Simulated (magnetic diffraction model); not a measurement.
## La₃NdGa₄S₁₂ below its ordering temperature

Space group Pm (no. 6), a = 6.5710 Å, b = 9.2690 Å, c = 6.6600 Å, β = 90.72°.

```csv
site,atom,x,y,z
1a,Nd,0.4902,0,0.0444
1b,La,0.9857,1/2,0.4703
1b,La,0.5056,1/2,0.9720
1a,La,0.0056,0,0.5339
2c,Ga,0.9966,0.7524,0.0013
2c,Ga,0.5117,0.2422,0.5055
2c,S,0.2228,0.7948,0.2695
2c,S,0.2749,0.2096,0.7899
2c,S,0.7790,0.2921,0.7152
2c,S,0.7094,0.7070,0.2194
1b,S,0.0768,1/2,0.0163
1b,S,0.4142,1/2,0.5198
1a,S,0.9169,0,0.9902
1a,S,0.5625,0,0.4817
```

The compound is invented for this exercise: a known structure type with other elements, its cell scaled to their sizes and not relaxed.

Only Nd is taken to order (form factors of Nd3+); orders and moment sizes are assumed, and not adapted to the symmetry. Radiation: neutrons of λ = 4.2 Å, 5° to 75°; isotropic B of 0.34 Å² (Nd), 0.39 Å² (La), 0.58 Å² (Ga) and 0.51 Å² (S). Simulated constant-wavelength pattern: nuclear and magnetic terms add, the magnetic one as |2.695 fm × Σ f S⊥ exp(2πi Q·r) exp(−B s²)|², summed over all Q at one angle with the factor 1/(sin²θ cos θ). For collinear order S is the moment m, which repeats by lattice and centring translations R with the sign exp(−2πi k·R). Free-ion form factors, Sears's scattering lengths of 1992, no absorption; a label names one of the reflections at its angle. The strongest nuclear line in the range is 100, and lines under 0.2 are left out.

Above the ordering temperature:

| 2θ (°) | index | I |
| --- | --- | --- |
| 26.19 | (0 1 0) | 0.7 |
| 36.76 | (0 0 1) | 0.3 |
| 37.28 | (1 0 0) | 3.5 |
| 45.70 | (0 1 1) | 4.2 |
| 46.13 | (1 1 0) | 17.0 |
| 52.99 | (1 0 -1) | 62.5 |
| 53.72 | (1 0 1) | 51.2 |
| 53.89 | (0 2 0) | 27.1 |
| 60.05 | (1 1 -1) | 91.2 |
| 60.72 | (1 1 1) | 100.0 |
| 67.02 | (0 2 1) | 4.1 |
| 67.35 | (1 2 0) | 3.4 |

Below it (cell unchanged):

```csv
2θ (°),I
22.59,222.6
26.19,0.7
36.76,0.3
37.28,3.5
43.37,86.9
43.79,16.4
44.12,84.5
45.70,4.2
46.13,17.0
52.99,62.5
53.72,51.2
53.89,27.1
58.56,53.4
58.90,29.3
59.03,29.3
60.05,91.2
60.72,100.0
67.02,4.1
67.35,3.4
71.13,39.8
71.98,27.1
72.05,3.2
72.10,39.1
```

**Question.** Find the propagation vector, then choose among these models:
A. collinear moments along [101], 2 μB on Nd
B. collinear moments along [100], 2 μB on Nd
C. collinear moments along [010], 2 μB on Nd

The new lines index as (1/2 1/2 0) at 22.59°, (1/2 1/2 -1) at 43.37°, (1/2 1/2 1) at 43.79° and (1/2 3/2 0) at 44.12°, that is as H ± k with k = (1/2 1/2 0). Half indices mean that the moments reverse under translations with k·R a half-integer, and the magnetic cell has twice the primitive volume.

Magnetic intensity, observed (below minus above) and for each model:

| 2θ (°) | index | observed | A | B | C |
| --- | --- | --- | --- | --- | --- |
| 22.59 | (1/2 1/2 0) | 222.6 | 222.6 | 111.5 | 221.9 |
| 43.79 | (1/2 1/2 1) | 16.4 | 16.4 | 76.8 | 85.4 |
| 44.12 | (1/2 3/2 0) | 84.5 | 84.5 | 76.1 | 16.8 |
| 58.56 | (1/2 3/2 -1) | 53.4 | 53.4 | 50.3 | 29.1 |
| 59.03 | (3/2 1/2 0) | 29.3 | 29.3 | 3.0 | 52.7 |
| 71.13 | (3/2 1/2 -1) | 39.8 | 39.8 | 13.3 | 39.8 |
| 72.05 | (3/2 1/2 1) | 3.2 | 3.2 | 13.6 | 39.1 |
| 72.10 | (1/2 5/2 0) | 39.1 | 39.1 | 37.6 | 3.0 |

Model A matches.

The structure used: k = (1/2 1/2 0), collinear moments along [101], 2 μB on Nd.

[Logs are printed without paths, hosts, clocks, repeated set-up lines and the standing remarks that a program may print on its own settings, such as how far it seeks lower states.]
